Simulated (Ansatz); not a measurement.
# Mo (Im-3m, 1 atom in the cell): converging a phonon calculation, part 3 of 3

How do the frequencies of Mo (Im-3m, 1 atom in the cell) move with q mesh, k mesh and cutoff?

Ansatz 0.2.0; DFT PBEsol, scalar-relativistic, plane waves, PAW.

So far, highest frequency on the path or at a solved wavevector (cm⁻¹): step 3 (phonons on a q mesh) 269; step 4 (q mesh 2×2×2) 269; step 6 (k-mesh 24×24×24, q mesh 6×6×6) 269; step 10 (k-mesh 16×16×16, q mesh 2×2×2) 269; step 12 (k-mesh 30×30×30, q mesh 2×2×2) 271. The relaxed cell has a = 3.130 Å (conventional setting).

**15. Another cutoff, cutoff 230 eV, q mesh 2×2×2**

The cutoff is set to 230 eV on a small fixed q mesh.

input.yaml

```yaml
crystal:
  lattice:
    - [-1.5649913637, 1.5649913637, 1.5649913637]
    - [1.5649913637, -1.5649913637, 1.5649913637]
    - [1.5649913637, 1.5649913637, -1.5649913637]
  atoms:
    - { symbol: Mo, position: [0.0, 0.0, 0.0] }
kpoints:
  mp_grid: { grid: [20, 20, 20] }
hamiltonian:
  xc: pbesol
scf:
  occupations: { method: methfessel_paxton, width: 0.2 }
output:
  eigenvalues: true
phonons:
  method: dfpt
  qmesh: [2, 2, 2]
  temperatures: { t_max: 1000, t_step: 50 }
  qpath:
    path:
      - [[0.0, 0.0, 0.0], [0.5, -0.5, 0.5], [0.0, 0.0, 0.5], [0.0, 0.0, 0.0], [0.25, 0.25, 0.25], [0.5, -0.5, 0.5]]
      - [[0.25, 0.25, 0.25], [0.0, 0.0, 0.5]]
    npoints: 10
basis:
  ecutwfc: 230
```

Started as:

```
> ansatz run input.yaml --threads 4 --pin off --max-ram 7168MiB --backend cpu --events-out ev --progress --plain --runs-dir out
```

Numbers of over 12 decimals in the logs are rounded to 6 here.

The log of the run:

```text
[...]
Crystal: 1 atoms, lattice volume = 15.332 Å³
Basis set: ecut = 230 eV, 135 PW (Γ), exchange–correlation on 30×30×30 points (8 copies of the dense FFT grid, shifted against one another)
Bands: 11, of which v1, the nominal top of the filled ones, is band 7 counted from 1 (6 counted from 0)
Symmetry: 48 space group operations
k-points: 256 of 8000
[...]
SCF iter   1: F=—  HF=-4896.311001 eV  |F-HF|=—  |Δ(HF+E_count)|=         —  Δρ=3.45e-2  dr2=9.16e-2  ethr=1.77e-3  ⟨swp⟩=5.0  Hψ=14758  notcnv=0
[...]
SCF iter   7: F=-4896.269620 eV  HF=-4896.269620 eV  |F-HF|=0.00e0  |Δ(HF+E_count)|=  5.46e-12  S|Δr|=    0.00e0  Δρ=1.06e-8  dr2=4.85e-15  ethr=1.00e-12  ⟨swp⟩=4.8  Hψ=9763  notcnv=0
SCF 1 converged in 7 iterations: F = -4896.269620 eV  dr2 = 4.85e-15
[...]
SCF converged after 7 iterations
[...]
Free energy (F): -4896.269620 eV
[...]
Internal energy: -4896.269676 eV  (E = F + TS)
E sigma→0 (E₀):  -4896.269634 eV
Entropy (-TS):   0.000056 eV (0.056 meV/atom)
Fermi energy:    21.545514 eV
[...]
--- Band table (eV; the first three rows and the last of 256) ---
  k-point 0: bands = [... 3 lower, -13.2710, 14.1192, 19.9676, 19.9676, 19.9676, 23.1336, 23.1336, 36.2411]
  k-point 1: bands = [... 3 lower, -13.2700, 14.2343, 19.9042, 19.9591, 20.0740, 23.0362, 23.1375, 36.3286]
  k-point 2: bands = [... 3 lower, -13.2649, 14.5664, 19.7268, 20.0114, 20.4164, 22.8212, 23.1684, 36.5584]
  k-point 255: bands = [... 3 lower, -14.2564, 15.8638, 15.8638, 25.5726, 25.5726, 25.5726, 30.7599, 30.7599]
[...]
ASR residual: 2.104e-6 → 0.000e0 eV/Å²; symmetrization residual: 7.579e-14 eV/Å²
  ASR residual per site (eV/Å²): 2.10e-6
  Γ frequencies (cm⁻¹): 0.00 0.00 0.00
--- Phonons (arbitrary-q DFPT): 3 irreducible q on the 2×2×2 mesh ---
[...]
interpolated dispersion: 62 rows × 3 modes
[...]
```

Elapsed: 9.4 s, on 4 threads of Arm Neoverse V2, shared host; peak memory 0.79 GiB; 32 s of CPU time.

The run finished; it serves as a test, and its numbers are not taken as the result.

**16. Another cutoff, cutoff 290 eV, q mesh 2×2×2**

The cutoff is set to 290 eV on a small fixed q mesh.

Changes to input.yaml since step 15:

```diff
@@ -25,2 +25,2 @@
 basis:
-  ecutwfc: 230
+  ecutwfc: 290
```

The log of the run:

```text
[...]
Crystal: 1 atoms, lattice volume = 15.332 Å³
Basis set: ecut = 290 eV, 177 PW (Γ), exchange–correlation on 32×32×32 points (8 copies of the dense FFT grid, shifted against one another)
Bands: 11, of which v1, the nominal top of the filled ones, is band 7 counted from 1 (6 counted from 0)
Symmetry: 48 space group operations
k-points: 256 of 8000
[...]
SCF iter   1: F=—  HF=-4897.383633 eV  |F-HF|=—  |Δ(HF+E_count)|=         —  Δρ=8.03e-3  dr2=7.34e-3  ethr=1.77e-3  ⟨swp⟩=4.8  Hψ=14930  notcnv=0
[...]
SCF iter   6: F=-4897.380317 eV  HF=-4897.380317 eV  |F-HF|=2.73e-12  |Δ(HF+E_count)|=  1.09e-11  S|Δr|=    0.00e0  Δρ=1.09e-7  dr2=4.34e-13  ethr=1.00e-12  ⟨swp⟩=5.2  Hψ=10350  notcnv=0
SCF 1 converged in 6 iterations: F = -4897.380317 eV  dr2 = 4.34e-13
[...]
SCF converged after 6 iterations
[...]
Free energy (F): -4897.380317 eV
[...]
Internal energy: -4897.380282 eV  (E = F + TS)
E sigma→0 (E₀):  -4897.380309 eV
Entropy (-TS):   -0.000035 eV (-0.035 meV/atom)
Fermi energy:    21.471738 eV
[...]
--- Band table (eV; the first three rows and the last of 256) ---
  k-point 0: bands = [... 3 lower, -13.0223, 14.1153, 20.0416, 20.0416, 20.0416, 23.1251, 23.1251, 36.1700]
  k-point 1: bands = [... 3 lower, -13.0225, 14.2296, 19.9767, 20.0318, 20.1488, 23.0265, 23.1270, 36.2572]
  k-point 2: bands = [... 3 lower, -13.0224, 14.5581, 19.7945, 19.9926, 20.4687, 22.7965, 23.1418, 36.4821]
  k-point 255: bands = [... 3 lower, -14.0437, 15.8384, 15.8384, 25.5915, 25.5915, 25.5915, 30.6556, 30.6556]
[...]
ASR residual: 1.993e-5 → 0.000e0 eV/Å²; symmetrization residual: 8.339e-14 eV/Å²
  ASR residual per site (eV/Å²): 1.99e-5
  Γ frequencies (cm⁻¹): 0.00 0.00 0.00
--- Phonons (arbitrary-q DFPT): 3 irreducible q on the 2×2×2 mesh ---
[...]
interpolated dispersion: 62 rows × 3 modes
[...]
```

Elapsed: 11 s, on 4 threads; peak memory 0.86 GiB.

The run finished; it serves as a test, and its numbers are not taken as the result.

**17. Another cutoff, cutoff 360 eV, q mesh 2×2×2**

The cutoff is set to 360 eV on a small fixed q mesh.

Changes to input.yaml since step 16:

```diff
@@ -25,2 +25,2 @@
 basis:
-  ecutwfc: 290
+  ecutwfc: 360
```

The log of the run:

```text
[...]
Crystal: 1 atoms, lattice volume = 15.332 Å³
Basis set: ecut = 360 eV, 225 PW (Γ), exchange–correlation on 36×36×36 points (8 copies of the dense FFT grid, shifted against one another)
Bands: 11, of which v1, the nominal top of the filled ones, is band 7 counted from 1 (6 counted from 0)
Symmetry: 48 space group operations
k-points: 256 of 8000
[...]
k-point 255: bands = [... 3 lower, -14.0186, 15.8347, 15.8347, 25.5623, 25.5623, 25.5623, 30.6077, 30.6077]
[...]
ASR residual: 2.227e-5 → 0.000e0 eV/Å²; symmetrization residual: 2.187e-13 eV/Å²
  ASR residual per site (eV/Å²): 2.23e-5
  Γ frequencies (cm⁻¹): 0.00 0.00 0.00
--- Phonons (arbitrary-q DFPT): 3 irreducible q on the 2×2×2 mesh ---
[...]
interpolated dispersion: 62 rows × 3 modes
[...]
[key lines of the parts left out:]
SCF converged after 7 iterations
Free energy (F): -4897.469926 eV
Fermi energy:    21.468382 eV
```

It took 14 s on 4 threads; peak memory 0.97 GiB.

**18. Another cutoff, cutoff 550 eV, q mesh 2×2×2**

The cutoff is set to 550 eV on a small fixed q mesh.

Changes to input.yaml since step 17:

```diff
@@ -25,2 +25,2 @@
 basis:
-  ecutwfc: 360
+  ecutwfc: 550
```

The log of the run:

```text
[...]
Crystal: 1 atoms, lattice volume = 15.332 Å³
Basis set: ecut = 550 eV, 429 PW (Γ), exchange–correlation on 48×48×48 points (8 copies of the dense FFT grid, shifted against one another)
Bands: 11, of which v1, the nominal top of the filled ones, is band 7 counted from 1 (6 counted from 0)
Symmetry: 48 space group operations
k-points: 256 of 8000
[...]
k-point 255: bands = [... 3 lower, -14.0182, 15.8348, 15.8348, 25.5626, 25.5626, 25.5626, 30.6058, 30.6058]
[...]
ASR residual: 2.603e-5 → 0.000e0 eV/Å²; symmetrization residual: 4.598e-13 eV/Å²
  ASR residual per site (eV/Å²): 2.60e-5
  Γ frequencies (cm⁻¹): 0.00 0.00 0.00
--- Phonons (arbitrary-q DFPT): 3 irreducible q on the 2×2×2 mesh ---
[...]
interpolated dispersion: 62 rows × 3 modes
[...]
[key lines of the parts left out:]
SCF converged after 7 iterations
Free energy (F): -4897.472451 eV
Fermi energy:    21.468122 eV
```

Elapsed: 24 s, on 4 threads; peak memory 1.3 GiB; 89 s of CPU time.

Frequencies (cm⁻¹) solved at each irreducible wavevector; negative means imaginary. Frequencies by wavevector, by row:

```
q in reciprocal lattice units  star  mode 1  mode 2  mode 3
                        0 0 0     1       0       0       0
                     0 0 -0.5     6   164.4   198.7   269.1
               -0.5 -0.5 -0.5     1   175.4   175.4   175.4
```

Against step 4 (now cutoff 550 eV), the highest frequency on the path or at a solved wavevector stays at 269 cm⁻¹. The highest frequency on the path or at a solved wavevector moves by under 1 % between these two settings.

**19. Outcome**

```yaml
mean_frequency_q_mesh_2x2x2: 192 cm⁻¹
mean_frequency_q_mesh_3x3x3: 196 cm⁻¹
mean_frequency_q_mesh_6x6x6: 193 cm⁻¹
lowest_mode_on_the_q_mesh_acoustic_modes_at_gamma_apart_k_mesh_6x6x6: 152 cm⁻¹
lowest_mode_on_the_q_mesh_acoustic_modes_at_gamma_apart_k_mesh_10x10x10: -115 cm⁻¹
lowest_mode_on_the_q_mesh_acoustic_modes_at_gamma_apart_k_mesh_16x16x16: 158 cm⁻¹
lowest_mode_on_the_q_mesh_acoustic_modes_at_gamma_apart_k_mesh_20x20x20: 164 cm⁻¹
lowest_mode_on_the_q_mesh_acoustic_modes_at_gamma_apart_k_mesh_30x30x30: 146 cm⁻¹
lowest_mode_on_the_q_mesh_acoustic_modes_at_gamma_apart_cutoff_170_ev: -210 cm⁻¹
lowest_mode_on_the_q_mesh_acoustic_modes_at_gamma_apart_cutoff_230_ev: 169 cm⁻¹
lowest_mode_on_the_q_mesh_acoustic_modes_at_gamma_apart_cutoff_290_ev: 166 cm⁻¹
lowest_mode_on_the_q_mesh_acoustic_modes_at_gamma_apart_cutoff_360_ev: 164 cm⁻¹
lowest_mode_on_the_q_mesh_acoustic_modes_at_gamma_apart_cutoff_550_ev: 164 cm⁻¹
```

**Reading.** Over the whole q mesh series, coarse runs included, the mean frequency runs from 191.6 to 195.5 cm⁻¹; from 4×4×4 on it stays within 1.2 cm⁻¹ of the finest run (6×6×6), against a tolerance of 1.9. The k mesh changes along this series too, so part of the change is its. Over the whole k mesh series, coarse runs included, the lowest mode on the q mesh (acoustic modes at Γ apart) runs from -114.8 to 164.4 cm⁻¹; the two finest runs still differ by up to 18.8 cm⁻¹ in a solved mode, so convergence is not shown. Over the whole cutoff series, coarse runs included, the lowest mode on the q mesh (acoustic modes at Γ apart) runs from -209.9 to 168.9 cm⁻¹; from 360 eV on all solved modes stay within 0.1 cm⁻¹ of the finest run (550 eV), against a tolerance of 2.7. All runs share the cell relaxed at the base settings, which is not exactly at rest under another k mesh or cutoff. With no gap, or one that is small against the smearing, the frequencies hang on the k mesh and the smearing, most of all near Kohn anomalies. A phonon run warned that its eigensolver left some bands unconverged in a pass. These are harmonic frequencies at zero temperature: anharmonic shifts, linewidths and thermal expansion are left out.

[Logs are printed without paths, hosts, clocks, repeated set-up lines and the standing remarks that a program may print on its own settings, such as how far it seeks lower states.]

[Hosts, paths, dates, database ids (printed as entryN), source tags and the programs' standing remarks are cut or masked in the printed files.]
